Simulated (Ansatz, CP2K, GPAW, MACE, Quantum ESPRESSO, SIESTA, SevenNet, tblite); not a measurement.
# What went wrong? SIESTA on random rock-salt alloy of NbC and TiC (64 atoms)

Program: SIESTA 5.4.2, a calculation on a cell of 20 Ti, 32 C and 12 Nb, 10.5 Å³ an atom.

Contents of input.fdf:

```
SystemLabel cell
NumberOfAtoms 64
NumberOfSpecies 3
%block ChemicalSpeciesLabel
  1 22 Ti
  2 6 C
  3 41 Nb
%endblock ChemicalSpeciesLabel
LatticeConstant 1.0 Ang
%block LatticeVectors
  8.76240 0.00000 0.00000
  0.00000 8.76240 0.00000
  0.00000 0.00000 8.76240
%endblock LatticeVectors
PAO.BasisSize QZ3P
PAO.EnergyShift 0.01 Ry
XC.Functional GGA
XC.Authors PBE
MeshCutoff 500 Ry
%block kgrid_Monkhorst_Pack
  1 0 0 0.0
  0 1 0 0.0
  0 0 1 0.0
%endblock kgrid_Monkhorst_Pack
SolutionMethod diagon
OccupationFunction FD
ElectronicTemperature 580 K
SCF.Mixer.Method Pulay
SCF.Mixer.Weight 0.05
SCF.Mixer.History 8
SCF.Mix Hamiltonian
MaxSCFIterations 60
SCF.DM.Tolerance 1e-04
SCF.H.Tolerance 1.0e-3 eV
WriteForces T
Write.HirshfeldPop T
Write.VoronoiPop T
Write.DM F
Write.H F
XML.Write F
AtomicCoordinatesFormat Fractional
%block AtomicCoordinatesAndAtomicSpecies
  0.00160 0.00252 0.00218 1
  0.25329 0.00012 0.00156 2
  0.99677 0.24866 0.25305 3
  0.25189 0.25325 0.24903 2
  0.25004 0.00196 0.24885 1
  0.99798 0.00572 0.24824 2
  0.24299 0.25425 0.99947 1
  0.00211 0.25113 0.99974 2
  0.99815 0.00079 0.49828 1
  0.25399 0.00541 0.49587 2
[... 50 atom lines left out ...]
  0.75146 0.50084 0.74807 1
  0.49562 0.50103 0.74898 2
  0.74638 0.75558 0.50132 1
  0.49891 0.74977 0.50364 2
%endblock AtomicCoordinatesAndAtomicSpecies
```

Launch:

```sh
OMP_NUM_THREADS=1 mpirun -np 2 siesta < input.fdf > output.txt
```

Log:

```text
Version         : 5.4.2
reinit: System Name:
reinit: System Label: cell
initatom: Reading input for the pseudopotentials and atomic orbitals ----------
Species number:   1 Atomic number:   22 Label: Ti
Species number:   2 Atomic number:    6 Label: C
Species number:   3 Atomic number:   41 Label: Nb
size_name: Incorrect basis-size option specified, active options are:
  SZ or MINIMAL
  SZP, SZSP, SZ1P, SZP1
  DZ
  DZP, DZSP, DZP1, DZ1P or STANDARD
  DZDP, DZP2, DZ2P
  TZ
  TZP, TZSP, TZP1, TZ1P
  TZDP, TZP2, TZ2P
  TZTP, TZP3, TZ3P
stopping program
stopping program
Stopping Program from Node:    0
Stopping Program from Node:    0
```

The job ended after 0.49 s (2 MPI ranks of Arm Neoverse V1, shared host; peak memory 0.19 GiB).

Banners, paths, timers and routine set-up lines are dropped from the logs unmarked, and long logs keep their key lines alone; longer cuts are marked.

**Question.** Which part of the input is at fault, and how is it mended?

An unknown basis size: basis QZ3P. The sound run has basis DZP.

The program stopped at the start.

[Also dropped from logs without a mark: logging warnings of Python, and SIESTA's first energy breakdown and zero terms.]

[Logs are printed without paths, hosts, clocks, repeated set-up lines and the standing remarks that a program may print on its own settings, such as how far it seeks lower states.]

[Hosts, paths, dates, database ids (printed as entryN), source tags and the programs' standing remarks are cut or masked in the printed files.]
